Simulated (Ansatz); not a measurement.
**SiC (P6_3mc): modes against uniaxial strain along c**

Wanted: the shifts of the zone-centre modes of SiC (P6_3mc) with strain.

Program: Ansatz 0.2.0. Level of theory: DFT LDA, scalar-relativistic, plane waves, PAW; PAW set soft_1. Results are calculated unless marked as measured.

**1. The starting structure**

Symmetry: P6_3mc, No. 186, hexagonal system. The conventional cell has a = 3.076 Å, b = 3.076 Å, c = 10.071 Å, α = 90.00°, β = 90.00°, γ = 120.00°. C has 4 Si at 1.88 to 1.89 Å nearest. Nearest to C lie 4 Si at 1.88 to 1.89 Å. Si has 4 C at 1.88 to 1.89 Å nearest. Si has 4 C at 1.88 to 1.89 Å nearest. Farther neighbours are not listed.

As a file:

```cif
data_structure
_symmetry_space_group_name_H-M 'P 1'
_symmetry_Int_Tables_number 1
_cell_length_a 3.0757
_cell_length_b 3.0757
_cell_length_c 10.0706
_cell_angle_alpha 90.000
_cell_angle_beta 90.000
_cell_angle_gamma 120.000
_cell_volume 82.50
loop_
_atom_site_label
_atom_site_type_symbol
_atom_site_fract_x
_atom_site_fract_y
_atom_site_fract_z
_atom_site_occupancy
C1 C 0.66667 0.33333 0.74980 1
C2 C 0.33333 0.66667 0.24980 1
C3 C 0.00000 0.00000 0.50046 1
C4 C 0.00000 0.00000 0.00046 1
Si5 Si 0.66667 0.33333 0.93784 1
Si6 Si 0.33333 0.66667 0.43784 1
Si7 Si 0.00000 0.00000 0.68789 1
Si8 Si 0.00000 0.00000 0.18789 1
```

**2. Bringing the structure to rest**

Harmonic phonons are second derivatives at a point where the forces vanish, and they are wanted at zero stress, so atoms and cell are relaxed first.

File input.yaml:

```yaml
crystal:
  lattice:
    - [3.0756941497, 0.0, 0.0]
    - [-1.5378470748, 2.6636292679, 0.0]
    - [0.0, 0.0, 10.07064648]
  atoms:
    - { symbol: C, position: [0.66666667, 0.33333333, 0.74980259] }
    - { symbol: C, position: [0.33333333, 0.66666667, 0.24980259] }
    - { symbol: C, position: [0.0, 0.0, 0.50046005] }
    - { symbol: C, position: [0.0, 0.0, 0.00046005] }
    - { symbol: Si, position: [0.66666667, 0.33333333, 0.93784198] }
    - { symbol: Si, position: [0.33333333, 0.66666667, 0.43784198] }
    - { symbol: Si, position: [0.0, 0.0, 0.68789438] }
    - { symbol: Si, position: [0.0, 0.0, 0.18789438] }
kpoints:
  mp_grid: { grid: [9, 9, 4] }
hamiltonian:
  xc: lda
  pseudopotentials: { kind: paw, azcp: { folder: soft_1 }, xc_functional: pbe }
scf:
  occupations: { method: gaussian, width: 0.02 }
output:
  forces: true
  stress: true
  eigenvalues: true
  write_density: true
  write_potential: true
  elf: true
  volumetric_format: npy
relax:
  adjacent_minimum: "off"
  f_tol: 0.005
  max_steps: 80
  cell: { stress_tol: 0.05 }
```

Started as:

```bash
$ ansatz run input.yaml --threads 8 --pin off --max-ram 16384MiB --backend cpu --events-out ev --progress --plain --runs-dir out
```

Numbers of over 12 decimals in the logs are rounded to 6 here.

Output:

```text
Engine: ansatz 0.2.0, aarch64-unknown-linux-gnu
Pseudopotentials: kind: paw
Pseudopotential: C, paw, valence charge 4, recommended cutoff 420 eV (normal), soft_1/C.paw.azcp
Pseudopotential: Si, paw, valence charge 4, recommended cutoff 420 eV (normal), soft_1/Si.paw.azcp
Functional definition: SPW92
  exchange = slater_x
  correlation = pw_c
Crystal: 8 atoms, lattice volume = 82.504 Å³
Basis set: ecut = 420 eV, 1605 PW (Γ)
Bands: 24, of which v1, the nominal top of the filled ones, is band 16 counted from 1 (15 counted from 0)
Symmetry: 12 space group operations
Space group: P63mc (ITA 186), of the structure as read, at distance tolerance 4.4e-5 Å
k-points: 36 of 324 (time reversal used)
Non-local potential: C, projectors of the file, l = 0: 2, l = 1: 2, l = 2: 1
Non-local potential: Si, projectors of the file, l = 0: 2, l = 1: 2, l = 2: 1
PAW form: soft (Blöchl's): semilocal exchange-correlation on the pseudo side does not see the compensation charge
PAW frozen core: C, regenerated for the run's functional, and the local potential with it (the file was generated under x = pbe(κ = 0.804, μ = 0.219515), c = pbe(β = 0.066725))
PAW frozen core: Si, regenerated for the run's functional, and the local potential with it (the file was generated under x = pbe(κ = 0.804, μ = 0.219515), c = pbe(β = 0.066725))
PAW one-centre angular grid: C, 110 points (default); XC on 64 Gauss nodes
PAW one-centre angular grid: Si, 110 points (default); XC on 64 Gauss nodes
Initial density: superposition of atomic densities (chi_scale 0.1, normalization cell, long waves kept (reshape's long-wave potential 0.00 eV rms))
Initial wavefunctions: pseudopotential atomic-orbital guess
Functional: x = slater, c = lda
SCF iter   1: F=—  HF=-3415.000507 eV  |F-HF|=—  |Δ(HF+E_count)|=         —  Δρ=1.38e-1  dr2=1.91e1  ethr=3.10e-3  ⟨swp⟩=6.5  Hψ=4900  notcnv=0
preconditioner: auto → none  [insulator: Δε(μ)=4.153 eV  Ē_g=12.756 eV  σ=0.020 eV  W_gap=1.00  n_scr=6 (ndim 8)  ℏωp=23.1 eV  f_vac=0.000  D(μ)=0.00/eV (n_scr^D=0)  ε∞_Penn≈4.3]
SCF iter   2: F=—  HF=-3408.975567 eV  |F-HF|=—  |Δ(HF+E_count)|=    6.02e0  Δρ=3.32e-2  dr2=6.24e-1  ethr=3.10e-3  ⟨swp⟩=4.2  Hψ=2271  notcnv=0  defer=108
SCF iter   3: F=—  HF=-3408.823748 eV  |F-HF|=—  |Δ(HF+E_count)|=   1.52e-1  Δρ=1.17e-2  dr2=5.78e-2  ethr=1.95e-3  ⟨swp⟩=2.7  Hψ=1442  notcnv=0  defer=107
SCF iter   4: F=—  HF=-3408.814267 eV  |F-HF|=—  |Δ(HF+E_count)|=   9.48e-3  Δρ=1.13e-3  dr2=3.14e-3  ethr=1.81e-4  ⟨swp⟩=3.0  Hψ=1428  notcnv=0  defer=107
SCF iter   5: F=—  HF=-3408.813480 eV  |F-HF|=—  |Δ(HF+E_count)|=   7.87e-4  Δρ=3.47e-4  dr2=1.44e-4  ethr=9.82e-6  ⟨swp⟩=2.1  Hψ=1338  notcnv=0  defer=107
SCF iter   6: F=—  HF=-3408.813463 eV  |F-HF|=—  |Δ(HF+E_count)|=   1.69e-5  Δρ=8.55e-5  dr2=5.15e-6  ethr=4.50e-7  ⟨swp⟩=2.0  Hψ=1179  notcnv=0  defer=107
SCF iter   7: F=—  HF=-3408.813462 eV  |F-HF|=—  |Δ(HF+E_count)|=   1.42e-6  Δρ=1.99e-5  dr2=1.79e-7  ethr=1.61e-8  ⟨swp⟩=2.3  Hψ=1308  notcnv=0  defer=107
SCF iter   8: F=-3408.813462 eV  HF=-3408.813462 eV  |F-HF|=2.09e-10  |Δ(HF+E_count)|=   1.26e-8  Δρ=2.76e-6  dr2=3.34e-9  ethr=3.13e-10  ⟨swp⟩=17.4  Hψ=7196  notcnv=0
SCF 1 converged in 8 iterations: F = -3408.813462 eV  dr2 = 3.34e-9
  greatest PAW one-centre occupation: 0.640 electrons in one spin orbital (limit 2), on the C atom at site 1 (counted from 0), in its partial waves of l = 0
relax step   1: F+E_penalty+E_count = -3408.81346203 eV  Δ(F+E_penalty+E_count) = +0.000e0 eV  max|allowed force component| = 3.898e-3 eV/Å  Δτ_max = 0.0000 Å  P = -3.798 GPa  Ω = 82.504 Å³  (8 SCF iters, dr2 threshold 1.00e-7 eV, accepted)
Crystal: 8 atoms, lattice volume = 81.753 Å³
Basis set: ecut = 420 eV, 1593 PW (Γ)
Initial density: handed on by an earlier stage of this run
Initial wavefunctions: those handed on with the density
iter 1 solved again at ethr=1.96e-5 eV; its pass at ethr=3.10e-3 eV (dr2=6.28e-3 eV) is discarded
SCF iter   1: F=—  HF=-3408.829371 eV  |F-HF|=—  |Δ(HF+E_count)|=         —  Δρ=2.32e-3  dr2=5.47e-3  ethr=1.96e-5  ⟨swp⟩=2.4  Hψ=4714  notcnv=0
preconditioner: auto → none  [insulator: Δε(μ)=2.322 eV  Ē_g=11.936 eV  σ=0.020 eV  W_gap=1.00  n_scr=6 (ndim 8)  ℏωp=23.2 eV  f_vac=0.000  D(μ)=0.00/eV (n_scr^D=0)  ε∞_Penn≈4.8]
SCF iter   2: F=—  HF=-3408.827557 eV  |F-HF|=—  |Δ(HF+E_count)|=   1.81e-3  Δρ=3.68e-4  dr2=1.26e-4  ethr=1.71e-5  ⟨swp⟩=2.4  Hψ=1604  notcnv=0
SCF iter   3: F=—  HF=-3408.827511 eV  |F-HF|=—  |Δ(HF+E_count)|=   4.68e-5  Δρ=1.15e-4  dr2=8.07e-6  ethr=3.93e-7  ⟨swp⟩=2.7  Hψ=1460  notcnv=0
iter 4 did not close the SCF: its close was put off for the readings that it lacked (scf_convergence_deferred on its scf_iter line)
SCF iter   4: F=-3408.827507 eV  HF=-3408.827507 eV  |F-HF|=2.50e-7  |Δ(HF+E_count)|=   3.80e-6  Δρ=1.49e-5  dr2=3.19e-7  ethr=2.52e-8  ⟨swp⟩=2.1  Hψ=1448  notcnv=0
iter 5 did not close the SCF: its close was put off for the readings that it lacked (scf_convergence_deferred on its scf_iter line)
SCF iter   5: F=-3408.827507 eV  HF=-3408.827507 eV  |F-HF|=5.46e-8  |Δ(HF+E_count)|=   6.54e-8  Δρ=5.34e-6  dr2=6.54e-8  ethr=9.98e-10  ⟨swp⟩=2.1  Hψ=1238  notcnv=0
SCF iter   6: F=-3408.827507 eV  HF=-3408.827507 eV  |F-HF|=6.36e-10  |Δ(HF+E_count)|=   1.68e-8  Δρ=1.55e-6  dr2=1.42e-9  ethr=2.04e-10  ⟨swp⟩=6.9  Hψ=5112  notcnv=0
SCF 2 converged in 6 iterations: F = -3408.827507 eV  dr2 = 1.42e-9
  greatest PAW one-centre occupation: 0.641 electrons in one spin orbital (limit 2), on the C atom at site 1 (counted from 0), in its partial waves of l = 0
relax step   2: F+E_penalty+E_count = -3408.82750678 eV  Δ(F+E_penalty+E_count) = -1.404e-2 eV  max|allowed force component| = 7.344e-4 eV/Å  Δτ_max = 0.0001 Å  P = -1.770 GPa  Ω = 81.753 Å³  energy of the carried Pulay correction = +9.509e-4 eV  (6 SCF iters, dr2 threshold 8.00e-7 eV, accepted)
Crystal: 8 atoms, lattice volume = 81.107 Å³
Basis set: ecut = 420 eV, 1569 PW (Γ)
iter 1 solved again at ethr=1.48e-5 eV; its pass at ethr=3.10e-3 eV (dr2=4.73e-3 eV) is discarded
SCF iter   1: F=—  HF=-3408.833242 eV  |F-HF|=—  |Δ(HF+E_count)|=         —  Δρ=2.03e-3  dr2=4.12e-3  ethr=1.48e-5  ⟨swp⟩=2.5  Hψ=4696  notcnv=0
preconditioner: auto → none  [insulator: Δε(μ)=2.322 eV  Ē_g=11.992 eV  σ=0.020 eV  W_gap=1.00  n_scr=6 (ndim 8)  ℏωp=23.3 eV  f_vac=0.000  D(μ)=0.00/eV (n_scr^D=0)  ε∞_Penn≈4.8]
SCF iter   2: F=—  HF=-3408.831867 eV  |F-HF|=—  |Δ(HF+E_count)|=   1.37e-3  Δρ=3.22e-4  dr2=9.59e-5  ethr=1.29e-5  ⟨swp⟩=2.2  Hψ=1536  notcnv=0
SCF iter   3: F=—  HF=-3408.831832 eV  |F-HF|=—  |Δ(HF+E_count)|=   3.52e-5  Δρ=1.00e-4  dr2=6.01e-6  ethr=3.00e-7  ⟨swp⟩=2.7  Hψ=1443  notcnv=0
iter 4 did not close the SCF: its close was put off for the readings that it lacked (scf_convergence_deferred on its scf_iter line)
SCF iter   4: F=-3408.831829 eV  HF=-3408.831829 eV  |F-HF|=1.97e-7  |Δ(HF+E_count)|=   2.88e-6  Δρ=1.31e-5  dr2=2.50e-7  ethr=1.88e-8  ⟨swp⟩=2.1  Hψ=1449  notcnv=0
iter 5 did not close the SCF: its close was put off for the readings that it lacked (scf_convergence_deferred on its scf_iter line)
SCF iter   5: F=-3408.831829 eV  HF=-3408.831829 eV  |F-HF|=4.13e-8  |Δ(HF+E_count)|=   5.25e-8  Δρ=4.68e-6  dr2=4.96e-8  ethr=7.82e-10  ⟨swp⟩=2.1  Hψ=1246  notcnv=0
SCF iter   6: F=-3408.831829 eV  HF=-3408.831829 eV  |F-HF|=4.77e-10  |Δ(HF+E_count)|=   1.27e-8  Δρ=1.36e-6  dr2=1.07e-9  ethr=1.55e-10  ⟨swp⟩=7.0  Hψ=5168  notcnv=0
SCF 3 converged in 6 iterations: F = -3408.831829 eV  dr2 = 1.07e-9
  greatest PAW one-centre occupation: 0.642 electrons in one spin orbital (limit 2), on the C atom at site 1 (counted from 0), in its partial waves of l = 0
relax step   3: F+E_penalty+E_count = -3408.83182895 eV  Δ(F+E_penalty+E_count) = -4.322e-3 eV  max|allowed force component| = 1.246e-3 eV/Å  Δτ_max = 0.0001 Å  P = +0.044 GPa  Ω = 81.107 Å³  energy of the carried Pulay correction = +1.774e-3 eV  (6 SCF iters, dr2 threshold 8.00e-7 eV, accepted)
[...]
relax step   4: F+E_penalty+E_count = -3408.83181188 eV  Δ(F+E_penalty+E_count) = +1.707e-5 eV  max|allowed force component| = 3.649e-4 eV/Å  Δτ_max = 0.0001 Å  P = -0.000 GPa  Ω = 81.123 Å³  energy of the carried Pulay correction = +1.755e-3 eV  (6 SCF iters, accepted)
Initial wavefunctions: pseudopotential atomic-orbital guess (no wavefunctions were taken with the density)
iter 1 solved again at ethr=5.98e-8 eV; its pass at ethr=3.10e-3 eV (dr2=1.91e-5 eV) is discarded
SCF iter   1: F=—  HF=-3408.830101 eV  |F-HF|=—  |Δ(HF+E_count)|=         —  Δρ=5.32e-5  dr2=2.88e-7  ethr=5.98e-8  ⟨swp⟩=4.2  Hψ=8190  notcnv=0
preconditioner: auto → none  [insulator: Δε(μ)=2.297 eV  Ē_g=11.979 eV  σ=0.020 eV  W_gap=1.00  n_scr=6 (ndim 8)  ℏωp=23.3 eV  f_vac=0.000  D(μ)=0.00/eV (n_scr^D=0)  ε∞_Penn≈4.8]
SCF iter   2: F=—  HF=-3408.830101 eV  |F-HF|=—  |Δ(HF+E_count)|=   1.19e-7  Δρ=2.62e-5  dr2=6.09e-8  ethr=9.00e-10  ⟨swp⟩=2.2  Hψ=1345  notcnv=0
SCF iter   3: F=—  HF=-3408.830101 eV  |F-HF|=—  |Δ(HF+E_count)|=   8.65e-8  Δρ=2.79e-6  dr2=1.55e-9  ethr=1.90e-10  ⟨swp⟩=1.3  Hψ=1022  notcnv=0
iter 4 did not close the SCF: its close was put off for the readings that it lacked (scf_convergence_deferred on its scf_iter line)
SCF iter   4: F=-3408.830101 eV  HF=-3408.830101 eV  |F-HF|=1.00e-11  |Δ(HF+E_count)|=  7.07e-10  Δρ=2.79e-7  dr2=2.69e-11  ethr=4.84e-12  ⟨swp⟩=2.0  Hψ=1399  notcnv=0
iter 5 did not close the SCF: its close was put off for the readings that it lacked (scf_convergence_deferred on its scf_iter line)
SCF iter   5: F=-3408.830101 eV  HF=-3408.830101 eV  |F-HF|=3.64e-12  |Δ(HF+E_count)|=  9.09e-13  Δρ=5.89e-8  dr2=5.04e-12  ethr=1.00e-12  ⟨swp⟩=1.0  Hψ=864  notcnv=0
iter 6 did not close the SCF: its close was put off for the readings that it lacked (scf_convergence_deferred on its scf_iter line)
SCF iter   6: F=-3408.830101 eV  HF=-3408.830101 eV  |F-HF|=4.55e-13  |Δ(HF+E_count)|=  1.36e-12  Δρ=1.43e-8  dr2=4.14e-13  ethr=1.00e-12  ⟨swp⟩=1.0  Hψ=864  notcnv=0
iter 7 did not close the SCF: its close was put off for the readings that it lacked (scf_convergence_deferred on its scf_iter line)
SCF iter   7: F=-3408.830101 eV  HF=-3408.830101 eV  |F-HF|=1.82e-12  |Δ(HF+E_count)|=  1.36e-12  Δρ=4.64e-9  dr2=1.47e-14  ethr=1.00e-12  ⟨swp⟩=1.0  Hψ=864  notcnv=0
SCF iter   8: F=-3408.830101 eV  HF=-3408.830101 eV  |F-HF|=9.09e-13  |Δ(HF+E_count)|=  1.36e-12  Δρ=2.65e-9  dr2=7.64e-15  ethr=1.00e-12  ⟨swp⟩=3.6  Hψ=3021  notcnv=0
SCF 5 converged in 8 iterations: F = -3408.830101 eV  dr2 = 7.64e-15
relax step   5: F+E_penalty+E_count = -3408.83010118 eV  Δ(F+E_penalty+E_count) = +1.711e-3 eV  max|allowed force component| = 3.763e-4 eV/Å  Δτ_max = 0.0000 Å  P = -0.035 GPa  Ω = 81.123 Å³  stress off target by 4.16e-2 GPa  SCF on the basis re-selected at this cell (its energy is not comparable with the rows above)  (8 SCF iters)
basis re-selected at this cell: Δ(F+E_penalty+E_count) = +1.711e-3 eV, ΔP = -0.034 GPa vs the last step (what re-selecting the basis moved, of the pressure what is left beyond the Pulay correction that the steps carried, after the strain that the cell walked since its last selection, with what the two solves' SCF thresholds leave and, on support functions, any second-order correction that the steps lacked; it is no m [...]
SCF converged after 8 iterations
Free energy (F): -3408.830101 eV
Harris-Foulkes:  -3408.830101 eV  (|F-HF|=9.09e-13)
Internal energy: -3408.830101 eV  (E = F + TS)
E sigma→0 (E₀):  -3408.830101 eV
Fermi energy:    10.715026 eV
--- Per-component energies (eV) ---
  E_band       = 114.540649
  E_kinetic    = 537.343783
  E_local      = -384.982218  (includes V_loc(G=0)·N_el)
  E_nonlocal   = 189.537355
  E_hartree    = 126.162467
  E_xc         = -420.918304
  E_vxc        = -436.602206  (∫ρ·V_xc dr)
  E_paw        = -2310.611639  (= ΣΔE_a)
  E_vpaw       = -43.081189  (= ΣTr[D̂ρ^β])
  E_aug_tail   = 0.000190  (compensation charges beyond the density's cutoff)
  E_ewald      = -1145.950388
  E_core_change = 0.588653  (= ΣΔE_core)
  E_smearing   = -0.000000  (= −TS)
  E_closure    = 0.000000  (closes the sum)
  Σ components = -3408.830101   (vs F -3408.830101, Δ=0.00e0)
--- Forces (eV/Å), atoms counted from 1 ---
  atom   1  C      0.00000000     0.00000000     0.00005556
  atom   2  C     -0.00000000    -0.00000000     0.00005556
  atom   3  C      0.00000000     0.00000000     0.00026570
  atom   4  C      0.00000000    -0.00000000     0.00026570
  atom   5  Si    -0.00000000     0.00000000    -0.00037982
  atom   6  Si     0.00000000    -0.00000000    -0.00037982
  atom   7  Si     0.00000000    -0.00000000     0.00004441
  atom   8  Si     0.00000000     0.00000000     0.00004441
  max |Σ_I F_I| component: 2.83e-5 eV/Å
--- Stress (GPa, compression-positive) ---
       -0.041552      -0.000000      -0.000000
       -0.000000      -0.041552      -0.000000
       -0.000000      -0.000000      -0.020693
  P = ⅓ Tr σ = -0.0346 GPa (-0.346 kbar)
--- Band table (eV; the first three rows and the last of 36) ---
  k-point 0: bands = [... 12 lower, 8.9778, 9.5147, 9.5666, 9.5666, 14.7759, 15.3459, 15.9855, 16.0954, ... 4 higher]
  k-point 1: bands = [... 12 lower, 9.1495, 9.1495, 9.5106, 9.5106, 14.8288, 15.1993, 16.1722, 16.3510, ... 4 higher]
  k-point 2: bands = [... 12 lower, 9.3584, 9.3584, 9.3584, 9.3584, 14.9805, 14.9805, 16.4636, 16.4636, ... 4 higher]
  k-point 35: bands = [... 12 lower, 6.7843, 6.7843, 7.0798, 7.0798, 12.7274, 12.7274, 16.2398, 16.2398, ... 4 higher]
--- Relaxed structure (4 steps of the walk, 4 accepted, 1 SCFs on fresh bases) ---
  F+E_penalty+E_count = -3408.83010118 eV   max|allowed force component| = 3.763e-4 eV/Å   (the final SCF, on the basis selected at the relaxed cell)
  cell:  # Å, volume = 81.1228 Å³
    - [3.058696, -2.8707947014996924e-11, -1.7311713512539686e-18]
    - [-1.529348, 2.648909, 9.652853201837665e-19]
    - [-5.668318703441133e-18, 3.7694430180374137e-19, 10.012429]
  atoms:
    - { symbol: C, position: [0.666667, 0.333333, 0.749806] }
    - { symbol: C, position: [0.333333, 0.666667, 0.249806] }
    - { symbol: C, position: [0, 0, 0.500446] }
    - { symbol: C, position: [0, 0, 0.000445853] }
    - { symbol: Si, position: [0.666667, 0.333333, 0.937845] }
    - { symbol: Si, position: [0.333333, 0.666667, 0.437845] }
    - { symbol: Si, position: [0, 0, 0.687903] }
    - { symbol: Si, position: [0, 0, 0.187903] }
```

The job ended after 6.2 s (8 threads of Arm Neoverse V1, shared host; peak memory 0.43 GiB; 45 s of CPU time).

Step by step:

| step | energy less that of the first step (eV) | largest force component (eV/Å) | pressure (GPa) | volume (Å³) |
| --- | --- | --- | --- | --- |
| 1 | 0.0000 | 0.0039 | -3.80 | 82.50 |
| 2 | -0.0140 | 0.0007 | -1.77 | 81.75 |
| 3 | -0.0184 | 0.0012 | 0.04 | 81.11 |
| 4 | -0.0183 | 0.0004 | 0.00 | 81.12 |
| 5* | -0.0166 | 0.0004 | -0.03 | 81.12 |

Relaxation steps marked * repeat the geometry before them on a plane-wave basis chosen anew for their cell, so energy and pressure can jump there.

Forces are held to the 12 operations that the run works with; a distortion that breaks them can't arise in this run.

| conventional cell, symmetrised | before | after | change |
| --- | --- | --- | --- |
| a (Å) | 3.076 | 3.059 | -0.6 % |
| b (Å) | 3.076 | 3.059 | -0.6 % |
| c (Å) | 10.071 | 10.012 | -0.6 % |
| volume (Å³/atom) | 10.31 | 10.14 | -1.7 % |

This step gave:

- pressure: -0.03460 GPa
- gap on the k-mesh: 2.297 eV
- volume per atom: 10.14 Å³

Valence density in the ac plane at fractional y = 0.000, with atoms of C and Si within 0.2 Å of it. It is the smooth field of the valence electrons, not physical close to the nuclei.

Values in e/Å³, 24 rows by 16 columns, each cell a mean:
```
1.6 1.6 1.5 1.2 0.8 0.6 0.4 0.3 0.3 0.3 0.4 0.6 0.8 1.2 1.5 1.6
0.8 0.8 0.7 0.6 0.5 0.4 0.3 0.3 0.3 0.3 0.3 0.4 0.5 0.6 0.7 0.8
0.2 0.2 0.2 0.2 0.2 0.2 0.2 0.2 0.2 0.2 0.2 0.2 0.2 0.2 0.2 0.2
0.1 0.1 0.1 0.1 0.2 0.2 0.2 0.2 0.2 0.2 0.2 0.2 0.2 0.1 0.1 0.1
0.2 0.2 0.2 0.2 0.2 0.3 0.3 0.3 0.3 0.3 0.3 0.3 0.2 0.2 0.2 0.2
0.2 0.3 0.3 0.4 0.4 0.4 0.5 0.5 0.5 0.5 0.5 0.4 0.4 0.4 0.3 0.3
0.2 0.2 0.3 0.4 0.5 0.5 0.5 0.5 0.5 0.5 0.5 0.5 0.5 0.4 0.3 0.2
0.1 0.2 0.2 0.3 0.4 0.4 0.4 0.3 0.3 0.3 0.4 0.4 0.4 0.3 0.2 0.2
0.4 0.4 0.4 0.4 0.3 0.2 0.2 0.2 0.2 0.2 0.2 0.2 0.3 0.4 0.4 0.4
0.9 0.8 0.7 0.5 0.3 0.2 0.1 0.1 0.1 0.1 0.1 0.2 0.3 0.5 0.7 0.8
1.5 1.4 1.1 0.8 0.5 0.3 0.2 0.2 0.1 0.2 0.2 0.3 0.5 0.8 1.1 1.4
1.6 1.7 1.6 1.2 0.8 0.5 0.4 0.3 0.2 0.3 0.4 0.5 0.8 1.2 1.6 1.7
1.6 1.6 1.5 1.1 0.8 0.6 0.4 0.3 0.3 0.3 0.4 0.6 0.8 1.1 1.5 1.6
0.8 0.8 0.7 0.6 0.5 0.4 0.3 0.3 0.3 0.3 0.3 0.4 0.5 0.6 0.7 0.8
0.2 0.2 0.2 0.2 0.2 0.2 0.2 0.2 0.2 0.2 0.2 0.2 0.2 0.2 0.2 0.2
0.1 0.1 0.1 0.1 0.2 0.2 0.2 0.2 0.2 0.2 0.2 0.2 0.2 0.1 0.1 0.1
0.2 0.2 0.2 0.2 0.2 0.3 0.3 0.3 0.3 0.3 0.3 0.3 0.2 0.2 0.2 0.2
0.2 0.3 0.3 0.4 0.4 0.4 0.5 0.5 0.5 0.5 0.5 0.4 0.4 0.4 0.3 0.3
0.2 0.2 0.3 0.4 0.5 0.5 0.5 0.5 0.5 0.5 0.5 0.5 0.5 0.4 0.3 0.2
0.2 0.2 0.2 0.3 0.4 0.4 0.4 0.3 0.3 0.3 0.4 0.4 0.4 0.3 0.2 0.2
0.4 0.4 0.4 0.4 0.3 0.2 0.2 0.2 0.2 0.2 0.2 0.2 0.3 0.4 0.4 0.4
0.9 0.8 0.7 0.5 0.3 0.2 0.1 0.1 0.1 0.1 0.1 0.2 0.3 0.5 0.7 0.8
1.6 1.4 1.1 0.8 0.5 0.3 0.2 0.2 0.1 0.2 0.2 0.3 0.5 0.8 1.1 1.4
1.6 1.7 1.6 1.2 0.8 0.5 0.4 0.3 0.2 0.3 0.4 0.5 0.8 1.2 1.6 1.7
```
Columns run along a (3.1 Å), rows up along c (10.0 Å). Atoms in or near the plane, at fractional coordinates: C at (0.00, 0.50), C at (0.00, 0.00), Si at (0.00, 0.69), Si at (0.00, 0.19).

Electrostatic potential energy in the ac plane at fractional y = 0.000, with atoms of C and Si within 0.2 Å of it. With pseudopotentials it is smooth inside the atoms' cores, unlike the true potential.

Values in eV, 24 rows by 16 columns, each cell a mean:
```
-36 -34 -25  -7   4   6   4   2   1   2   4   6   4  -7 -25 -34
 -2   0   4   7   7   6   3  -1  -3  -1   3   6   7   7   4   0
 11  11  11  11  10   8   6   4   4   4   6   8  10  11  11  11
 11  11  12  12  11  11  10  10   9  10  10  11  11  12  12  11
  6   7   8   9  10  11  11  11  11  11  11  11  10   9   8   7
-17 -15 -10  -1   5   8   9   9   9   9   9   8   5  -1  -9 -15
-12 -17 -25 -22  -7   4   7   9   9   9   7   4  -7 -22 -25 -17
  5  -5 -22 -27 -13   3   7  10  10  10   7   3 -13 -27 -22  -5
-23 -24 -22 -13   0   6   9  11  12  11   9   6   0 -13 -22 -24
 -4  -2   2   6   8  10  11  12  12  12  11  10   8   6   2  -2
-21 -19  -9   3   9  11  11  11  11  11  11  11   9   3  -9 -19
-38 -38 -35 -13   4   8   9   8   8   8   9   8   4 -13 -35 -38
-34 -33 -25  -7   4   6   5   2   1   2   4   6   4  -7 -25 -33
 -3  -1   4   7   7   6   3  -1  -2  -1   3   6   7   7   4  -1
 11  11  11  11  10   8   6   4   4   4   6   8  10  11  11  11
 12  12  12  12  11  11  10  10   9  10  10  11  11  12  12  12
  6   7   8   9  11  11  11  11  11  11  11  11  10   9   8   7
-17 -15  -9  -1   5   8   9   9   9   9   9   8   5  -1  -9 -15
-12 -18 -25 -23  -7   4   7   9   9   9   7   4  -7 -23 -26 -18
  5  -6 -23 -27 -13   3   7  10  10  10   7   3 -13 -27 -23  -6
-22 -23 -22 -13  -1   6   9  11  12  11   9   6  -1 -13 -22 -23
 -4  -3   1   5   8  10  11  12  12  12  11  10   8   5   1  -3
-23 -19  -9   3   9  11  12  12  11  11  12  11   9   3  -9 -19
-38 -38 -35 -14   4   8   9   8   8   8   9   8   4 -14 -35 -38
```
Columns run along a (3.1 Å; values clipped at the 3rd and 97th percentile), rows up along c (10.0 Å). Atoms in or near the plane, at fractional coordinates: C at (0.00, 0.50), C at (0.00, 0.00), Si at (0.00, 0.69), Si at (0.00, 0.19).

(Part 1 of 3 ends here.)

[Logs are printed without paths, hosts, clocks, repeated set-up lines and the standing remarks that a program may print on its own settings, such as how far it seeks lower states.]

[Hosts, paths, dates, database ids (printed as entryN), source tags and the programs' standing remarks are cut or masked in the printed files.]
